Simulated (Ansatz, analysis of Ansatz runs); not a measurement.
# VPO4 (Cmcm): a line between two V sites for an added hole, part 2 of 3

Aim: the energy barrier that a trapped hole meets when it moves from one V atom to another one nearby in VPO4 (Cmcm). The model is a cell of 96 host atoms.

Ansatz 0.2.0; plane-wave PAW DFT, PBEsol+U; relaxation of all atoms of a supercell at fixed charge in a uniform background; PAW set soft_1.

So far. Step 2 (The cell without the carrier): The largest displacement from an ideal site is 0.003 Å.

## Step 3: The hole on the first site

The nearest neighbour or neighbours of the site start displaced and the site's starting moment is changed by the carrier's spin, since a carrier doesn't trap itself in the undistorted lattice.

A.relax/input.yaml

```yaml
crystal:
  lattice:
    - [-5.23155868, 7.80375834, 6.35985605]
    - [5.23155868, -7.80375834, 6.35985605]
    - [5.23155868, 7.80375834, -6.35985605]
  atoms:
    - { symbol: V, position: [-7.1e-05, 0.250128, 0.750081], spin: 2.0 }
    - { symbol: V, position: [-5.4e-05, 0.750099, 0.250086], spin: 2.0 }
    - { symbol: V, position: [0.249905, 0.000135, 0.750096], spin: 2.0 }
    - { symbol: V, position: [0.249927, 0.500146, 0.250098], spin: 2.0 }
    - { symbol: V, position: [0.499895, 0.250165, 0.250102], spin: 2.0 }
    - { symbol: V, position: [0.499915, 0.750172, 0.750129], spin: 1.0 }
[... 3 atom lines left out ...]
    - { symbol: V, position: [-0.000109, 0.750103, 0.75008], spin: 2.0 }
[... 1 atom line left out ...]
    - { symbol: V, position: [0.24993, 0.500074, 0.750037], spin: 2.0 }
    - { symbol: V, position: [0.499913, 0.250153, 0.750097], spin: 2.0 }
[... 1 atom line left out ...]
    - { symbol: V, position: [0.749915, 0.000198, 0.750147], spin: 2.0 }
[... 2 atom lines left out ...]
    - { symbol: P, position: [0.050179, 0.625094, 0.425351] }
    - { symbol: P, position: [0.300206, 0.37514, 0.425333] }
    - { symbol: P, position: [0.300112, 0.875065, 0.925317] }
[... 2 atom lines left out ...]
    - { symbol: P, position: [0.800161, 0.375142, 0.925349] }
[... 3 atom lines left out ...]
    - { symbol: P, position: [0.449686, 0.375169, 0.074831] }
    - { symbol: P, position: [0.449652, 0.875145, 0.574857] }
    - { symbol: P, position: [0.699643, 0.125167, 0.074911] }
[... 1 atom line left out ...]
    - { symbol: P, position: [0.949643, 0.375121, 0.574841] }
[... 1 atom line left out ...]
    - { symbol: O, position: [0.108345, 0.002508, 0.860933] }
    - { symbol: O, position: [0.108371, 0.502501, 0.360978] }
[... 1 atom line left out ...]
    - { symbol: O, position: [0.365123, 0.752359, 0.855681] }
[... 6 atom lines left out ...]
    - { symbol: O, position: [0.391462, 0.252651, 0.894069] }
    - { symbol: O, position: [0.391441, 0.752611, 0.394092] }
    - { symbol: O, position: [0.634591, -0.009468, 0.887197] }
[... 6 atom lines left out ...]
    - { symbol: O, position: [0.391461, 0.997726, 0.639269] }
    - { symbol: O, position: [0.641439, 0.247746, 0.139299] }
    - { symbol: O, position: [0.634701, 0.74798, 0.644563] }
[... 3 atom lines left out ...]
    - { symbol: O, position: [0.108386, 0.747648, 0.606101] }
    - { symbol: O, position: [0.365246, 0.509799, 0.613057] }
    - { symbol: O, position: [0.358309, 0.997632, 0.106083] }
[... 5 atom lines left out ...]
    - { symbol: O, position: [0.097977, 0.725778, 0.372345] }
    - { symbol: O, position: [0.347985, 0.475871, 0.37238] }
    - { symbol: O, position: [0.347893, 0.975819, 0.872383] }
[... 1 atom line left out ...]
    - { symbol: O, position: [0.592873, 0.72721, 0.866127] }
[... 2 atom lines left out ...]
    - { symbol: O, position: [0.15189, 0.02433, 0.627697] }
[... 1 atom line left out ...]
    - { symbol: O, position: [0.401891, 0.274355, 0.127699] }
    - { symbol: O, position: [0.406957, 0.773128, 0.634126] }
    - { symbol: O, position: [0.651883, 0.024475, 0.127903] }
[... 3 atom lines left out ...]
    - { symbol: O, position: [0.146518, 0.274419, 0.372406] }
    - { symbol: O, position: [0.146425, 0.774314, 0.872343] }
[... 1 atom line left out ...]
    - { symbol: O, position: [0.396502, 0.524416, 0.872419] }
    - { symbol: O, position: [0.646475, 0.274429, 0.872414] }
[... 3 atom lines left out ...]
    - { symbol: O, position: [0.103335, 0.475821, 0.627773] }
[... 1 atom line left out ...]
    - { symbol: O, position: [0.353357, 0.225826, 0.627729] }
[... 1 atom line left out ...]
    - { symbol: O, position: [0.603374, 0.47591, 0.127797] }
    - { symbol: O, position: [0.603338, 0.975891, 0.627797] }
    - { symbol: O, position: [0.853327, 0.225846, 0.127789] }
    - { symbol: O, position: [0.853365, 0.725918, 0.627833] }
total_charge: 1
basis:
  ecutwfc: 420
  xc_grid: 2
hamiltonian:
  xc: pbesol
  hubbard:
    sites: [{ species: V, l: d, u_eff: 4.0 }]
    projectors: ortho-atomic
  pseudopotentials: { kind: paw, azcp: { folder: soft_1 }, xc_functional: pbe }
kpoints:
  mp_grid: { grid: [1, 1, 1] }
magnetization:
  spin_polarized: true
  initial_magnetization: 31
  spin_locking: { lock_magnetization: hard }
scf:
  occupations: { method: fermi_dirac, width: 0.01 }
  max_iter: 120
  lower_state_search: "off"
output:
  forces: true
relax:
  f_tol: 0.015
  max_steps: 70
  escape_saddle: false
checkpoint:
  write: "../A.relax.run"
  compress: false
  write_wavefunctions: true
  write_every: 100000
```

Run with:

```
$ ansatz run input.yaml --threads 8 --pin off --max-ram 18841MiB --backend cpu --events-out ev --progress --plain --runs-dir out
```

Numbers of over 12 decimals in the logs are rounded to 6 here.

Output:

```text
[...]
Crystal: 96 atoms, lattice volume = 1038.585 Å³
Basis set: ecut = 420 eV, 20271 PW (Γ), exchange–correlation on 160×160×160 points (8 copies of the dense FFT grid, shifted against one another)
Bands: 447, of which v1, the nominal top of the filled ones, is band 336 counted from 1 (335 counted from 0)
Symmetry: 1 space group operations
[...]
k-points: 1
[...]
Starting moments: Σ|m| = 31 μB on 16 of 96 sites
[...]
SCF iter   1: F=—  HF=-93953.964404 eV  |F-HF|=—  |Δ(HF+E_count)|=         —  Δρ=8.96e-2 (↑8.96e-2 ↓5.46e-2)  dr2=2.91e2  dr2_m=1.00e1  M=31.000 μB ∫|m|=48.825 μB  β_m=0.30  ethr=3.10e-3  ⟨swp⟩=6.0  Hψ=3733  notcnv=0  defer=55
[...]
spin=Collinear: Kerker preconditioning applied to the charge; magnetization (m = ρ↑ − ρ↓) channel mixes plain (no charge-response kernel on spin).
SCF iter   2: F=—  HF=-93928.173753 eV  |F-HF|=—  |Δ(HF+E_count)|=    2.58e1  Δρ=4.84e-2 (↑4.84e-2 ↓3.73e-2)  dr2=8.58e1  dr2_m=3.97e0  M=31.000 μB ∫|m|=42.229 μB  β_m=0.38  ethr=3.10e-3  ⟨swp⟩=3.5  Hψ=1799  notcnv=0  defer=171
[...]
SCF iter  21: F=-93927.216092 eV  HF=-93927.216093 eV  |F-HF|=1.20e-6  |Δ(HF+E_count)|=   8.55e-6  Δρ=1.39e-5 (↑1.39e-5 ↓8.82e-6)  dr2=2.85e-6  dr2_m=3.47e-7  M=31.000 μB ∫|m|=33.841 μB  ethr=8.38e-10  ⟨swp⟩=3.0  Hψ=2787  notcnv=0
SCF 1 converged in 21 iterations: F = -93927.216092 eV  dr2 = 2.85e-6
[...]
relax step   1: F+E_penalty+E_count = -93927.21609219 eV  Δ(F+E_penalty+E_count) = +0.000e0 eV  max|allowed force component| = 1.286e0 eV/Å  Δτ_max = 0.0000 Å  (21 SCF iters, dr2 threshold 5.63e-6 eV, accepted)
[...]
relax step   2: F+E_penalty+E_count = -93927.45367170 eV  Δ(F+E_penalty+E_count) = -2.376e-1 eV  max|allowed force component| = 7.488e-1 eV/Å  Δτ_max = 0.0212 Å  (5 SCF iters, dr2 threshold 1.00e-4 eV, accepted)
relax step   3: F+E_penalty+E_count = -93927.49638857 eV  Δ(F+E_penalty+E_count) = -4.272e-2 eV  max|allowed force component| = 3.408e-1 eV/Å  Δτ_max = 0.0496 Å  (12 SCF iters, dr2 threshold 3.50e-5 eV, accepted)
relax step   4: F+E_penalty+E_count = -93927.56403555 eV  Δ(F+E_penalty+E_count) = -6.765e-2 eV  max|allowed force component| = 1.135e-1 eV/Å  Δτ_max = 0.0369 Å  (6 SCF iters, dr2 threshold 2.41e-5 eV, accepted)
relax step   5: F+E_penalty+E_count = -93927.56713835 eV  Δ(F+E_penalty+E_count) = -3.103e-3 eV  max|allowed force component| = 7.164e-2 eV/Å  Δτ_max = 0.0053 Å  (9 SCF iters, dr2 threshold 1.43e-6 eV, accepted)
relax step   6: F+E_penalty+E_count = -93927.56375600 eV  Δ(F+E_penalty+E_count) = +3.382e-3 eV  max|allowed force component| = 1.146e-1 eV/Å  Δτ_max = 0.0097 Å  (15 SCF iters, dr2 threshold 5.69e-7 eV, rejected (line search))
relax step   7: F+E_penalty+E_count = -93927.56832038 eV  Δ(F+E_penalty+E_count) = -1.182e-3 eV  max|allowed force component| = 2.068e-2 eV/Å  Δτ_max = 0.0047 Å  (17 SCF iters, accepted)
SCF iter   1: F=—  HF=-93927.567384 eV  |F-HF|=—  |Δ(HF+E_count)|=         —  Δρ=9.37e-5 (↑9.37e-5 ↓6.34e-5)  dr2=1.04e-4  dr2_m=1.73e-5  M=31.000 μB ∫|m|=33.914 μB  β_m=0.30  ethr=2.30e-7  ⟨swp⟩=4.0  Hψ=2087  notcnv=0  defer=178
[...]
SCF iter  11: F=-93927.568489 eV  HF=-93927.568489 eV  |F-HF|=5.15e-8  |Δ(HF+E_count)|=   6.28e-7  Δρ=2.62e-6 (↑2.62e-6 ↓8.61e-7)  dr2=4.05e-8  dr2_m=1.52e-8  M=31.000 μB ∫|m|=33.913 μB  ethr=9.97e-12  ⟨swp⟩=4.5  Hψ=2449  notcnv=0
SCF 8 converged in 11 iterations: F = -93927.568489 eV  dr2 = 4.05e-8
relax step   8: F+E_penalty+E_count = -93927.56848936 eV  Δ(F+E_penalty+E_count) = -1.690e-4 eV  max|allowed force component| = 7.149e-3 eV/Å  Δτ_max = 0.0019 Å  (11 SCF iters, accepted)
NSCF: frozen V_eff on 1 k-points
[...]
SCF converged after 11 iterations
Stability checked in part: among states of this total moment the steps that led to this state did not find it unstable. No probe was made; neither looks for a lower state of another moment (fixed_total_moment; see scf.lower_state_search)
Magnetization: 31.0000 μB (351.0000 up, 320.0000 down)
Absolute magnetization: 33.9524 μB (∫|ρ↑−ρ↓|, with the PAW one-centre terms)
[...]
Per-site moments (μB) at R_I (Å): [(1.532408, 0.798253), (1.531030, 0.797107), (1.525218, 0.794789), [... 93 left out ...]
Free energy (F): -93927.568489 eV
[...]
Internal energy: -93927.568489 eV  (E = F + TS)
E sigma→0 (E₀):  -93927.568489 eV
Fermi energy:    7.519801 (↑ 7.519801, ↓ 7.682762) eV
[...]
--- Forces (eV/Å), atoms counted from 1 ---
  atom   1  V      0.00024444    -0.00003119    -0.00001225
  atom   2  V     -0.00002613    -0.00006290    -0.00000833
  atom   3  V      0.00327150     0.00048657     0.00011018
  [... 2 atoms left out ...]
  atom   6  V      0.00032037     0.00001871    -0.00011268
  [... 13 atoms left out ...]
  atom  20  P      0.00031634     0.00314188    -0.00534855
  [... 7 atoms left out ...]
  atom  28  P      0.00000683    -0.00284700    -0.00397625
  [... 7 atoms left out ...]
  atom  36  O      0.00207802    -0.00152548     0.00172456
  [... 8 atoms left out ...]
  atom  45  O      0.00198482     0.00158267    -0.00170839
  [... 6 atoms left out ...]
  atom  52  O     -0.00296569    -0.00326461     0.00116632
  [... 5 atoms left out ...]
  atom  58  O     -0.00135804    -0.00122440    -0.00129549
  [... 9 atoms left out ...]
  atom  68  O      0.00032175    -0.00036844     0.00163490
  [... 7 atoms left out ...]
  atom  76  O      0.00001219     0.00336863     0.00693219
  [... 20 atoms left out ...]
  max |Σ_I F_I| component: 7.57e-5 eV/Å
--- Band table (eV) ---
[...]
Occupation matrices written to <dir>
--- Relaxed structure (8 steps of the walk, 7 accepted, 0 SCFs on fresh bases) ---
  F+E_penalty+E_count = -93927.56848936 eV   max|allowed force component| = 7.149e-3 eV/Å
  atoms:
    - { symbol: V, position: [-7.916536825469667e-5, 0.250131, 0.750090] }
    - { symbol: V, position: [-7.925287706103679e-5, 0.750133, 0.250092] }
    - { symbol: V, position: [0.248120, 0.000820, 0.749820] }
    [... 2 atoms left out ...]
    - { symbol: V, position: [0.499921, 0.750136, 0.750094] }
    [... 13 atoms left out ...]
    - { symbol: P, position: [0.301518, 0.877266, 0.924705] }
    [... 7 atoms left out ...]
    - { symbol: P, position: [0.451774, 0.876840, 0.575246] }
    [... 7 atoms left out ...]
    - { symbol: O, position: [0.361745, 0.754144, 0.856937] }
    [... 8 atoms left out ...]
    - { symbol: O, position: [0.638087, -0.004840, 0.892286] }
    [... 6 atoms left out ...]
    - { symbol: O, position: [0.391120, 0.995058, 0.640233] }
    [... 5 atoms left out ...]
    - { symbol: O, position: [0.108466, 0.748051, 0.606123] }
    [... 9 atoms left out ...]
    - { symbol: O, position: [0.348800, 0.976265, 0.870314] }
    [... 7 atoms left out ...]
    - { symbol: O, position: [0.411961, 0.777762, 0.634507] }
    [... 20 atoms left out ...]
```

Wall time 3.2 min (8 threads of Arm Neoverse V1, shared host); peak memory 3 GiB.

The steps of the relaxation:

```
step  energy less that of the first step (eV)  largest force component (eV/Å)
   1                                   0.0000                          1.2857
   2                                  -0.2376                          0.7488
   3                                  -0.2803                          0.3408
   4                                  -0.3479                          0.1135
   5                                  -0.3510                          0.0716
   6                                  -0.3477                          0.1146
   7                                  -0.3522                          0.0207
   8                                  -0.3524                          0.0071
```

Relaxation step 6 was tried and not accepted.

The atoms that moved most (Å):

```
atom      dx      dy      dz  length
 O76   0.000   0.006   0.059   0.059
 O70  -0.001  -0.006  -0.059   0.059
 O54  -0.034   0.031   0.018   0.049
 O59  -0.033  -0.031  -0.019   0.049
 O36   0.034  -0.030  -0.018   0.049
 O45   0.033   0.031   0.019   0.049
 O44   0.006   0.026  -0.026   0.037
 O62  -0.007  -0.026   0.025   0.037
```

The moves above count from the input, in which the site's nearest neighbours were already displaced; the distances below compare with the cell without the carrier.

Distances from V6 without and with the hole:

```
atom  without (Å)  with (Å)
 O70         1.93      1.84
 O76         1.93      1.84
 O54         2.09      2.03
 O36         2.09      2.03
 O59         2.09      2.03
 O45         2.09      2.03
```

The largest changes of the moments are -0.63 μB on V6, -0.03 μB on O70 and -0.03 μB on O76. The largest part sits on the chosen site.

## Step 4: The hole on the second site

The same start is made on the second site, to get the end of the hop.

B.relax/input.yaml

```yaml
crystal:
  lattice:
    - [-5.23155868, 7.80375834, 6.35985605]
    - [5.23155868, -7.80375834, 6.35985605]
    - [5.23155868, 7.80375834, -6.35985605]
  atoms:
    - { symbol: V, position: [-7.1e-05, 0.250128, 0.750081], spin: 2.0 }
    - { symbol: V, position: [-5.4e-05, 0.750099, 0.250086], spin: 2.0 }
[... 17 atom lines left out ...]
    - { symbol: P, position: [0.300112, 0.875065, 0.925317] }
[... 7 atom lines left out ...]
    - { symbol: P, position: [0.449652, 0.875145, 0.574857] }
[... 7 atom lines left out ...]
    - { symbol: O, position: [0.358316, 0.752501, 0.860965] }
[... 15 atom lines left out ...]
    - { symbol: O, position: [0.384654, 0.997868, 0.644553] }
[... 15 atom lines left out ...]
    - { symbol: O, position: [0.342808, 0.977076, 0.86604] }
[... 7 atom lines left out ...]
    - { symbol: O, position: [0.401872, 0.774386, 0.627783] }
[... 19 atom lines left out ...]
    - { symbol: O, position: [0.853365, 0.725918, 0.627833] }
total_charge: 1
basis:
  ecutwfc: 420
  xc_grid: 2
hamiltonian:
  xc: pbesol
  hubbard:
    sites: [{ species: V, l: d, u_eff: 4.0 }]
    projectors: ortho-atomic
  pseudopotentials: { kind: paw, azcp: { folder: soft_1 }, xc_functional: pbe }
kpoints:
  mp_grid: { grid: [1, 1, 1] }
magnetization:
  spin_polarized: true
  initial_magnetization: 31
  spin_locking: { lock_magnetization: hard }
scf:
  occupations: { method: fermi_dirac, width: 0.01 }
  max_iter: 120
  lower_state_search: "off"
output:
  forces: true
relax:
  f_tol: 0.015
  max_steps: 70
  escape_saddle: false
checkpoint:
  write: "../B.relax.run"
  compress: false
  write_wavefunctions: true
  write_every: 100000
```

Output:

```text
[...]
Crystal: 96 atoms, lattice volume = 1038.585 Å³
Basis set: ecut = 420 eV, 20271 PW (Γ), exchange–correlation on 160×160×160 points (8 copies of the dense FFT grid, shifted against one another)
Bands: 447, of which v1, the nominal top of the filled ones, is band 336 counted from 1 (335 counted from 0)
Symmetry: 1 space group operations
[...]
k-points: 1
[...]
Starting moments: Σ|m| = 31 μB on 16 of 96 sites
[...]
SCF iter   1: F=—  HF=-93953.964988 eV  |F-HF|=—  |Δ(HF+E_count)|=         —  Δρ=8.96e-2 (↑8.96e-2 ↓5.46e-2)  dr2=2.91e2  dr2_m=1.00e1  M=31.000 μB ∫|m|=48.825 μB  β_m=0.30  ethr=3.10e-3  ⟨swp⟩=6.0  Hψ=3734  notcnv=0  defer=58
[...]
F+E_penalty+E_count = -93927.56848779 eV   max|allowed force component| = 5.716e-3 eV/Å
  atoms:
    - { symbol: V, position: [-0.001863, 0.250860, 0.749859] }
    - { symbol: V, position: [-0.001864, 0.748582, 0.247581] }
    - { symbol: V, position: [0.249921, 0.000136, 0.750093] }
[...]
- { symbol: V, position: [0.501705, 0.749410, 0.750328] }
[...]
- { symbol: P, position: [0.298081, 0.873436, 0.924951] }
[...]
- { symbol: P, position: [0.448311, 0.872995, 0.575474] }
[...]
- { symbol: O, position: [0.358740, 0.755222, 0.859980] }
[...]
- { symbol: O, position: [0.641354, 0.002205, 0.894063] }
[...]
- { symbol: O, position: [0.388076, 0.996102, 0.643227] }
    [... 5 atoms left out ...]
    - { symbol: O, position: [0.111766, 0.755111, 0.607905] }
    [... 9 atoms left out ...]
    - { symbol: O, position: [0.337863, 0.972491, 0.865677] }
    [... 7 atoms left out ...]
    - { symbol: O, position: [0.401022, 0.774000, 0.629871] }
    [... 20 atoms left out ...]
[key lines of the parts left out:]
SCF converged after 15 iterations
Magnetization: 31.0000 μB (351.0000 up, 320.0000 down)
Free energy (F): -93927.568488 eV
Fermi energy:    7.519547 (↑ 7.519547, ↓ 7.682704) eV
```

Run time: 2.7 min. Hardware: 8 threads; peak memory 3 GiB.

Distances from V3 without and with the hole:

```
atom  without (Å)  with (Å)
 O68         1.93      1.84
 O73         1.93      1.84
 O52         2.09      2.03
 O43         2.09      2.03
 O33         2.09      2.03
 O58         2.09      2.03
```

The largest changes of the moments are -0.63 μB on V3, -0.03 μB on O68 and -0.03 μB on O73. The largest part sits on the chosen site.

(Part 2 of 3 ends here.)

[Logs are printed without paths, hosts, clocks, repeated set-up lines and the standing remarks that a program may print on its own settings, such as how far it seeks lower states.]

[Hosts, paths, dates, database ids (printed as entryN), source tags and the programs' standing remarks are cut or masked in the printed files.]
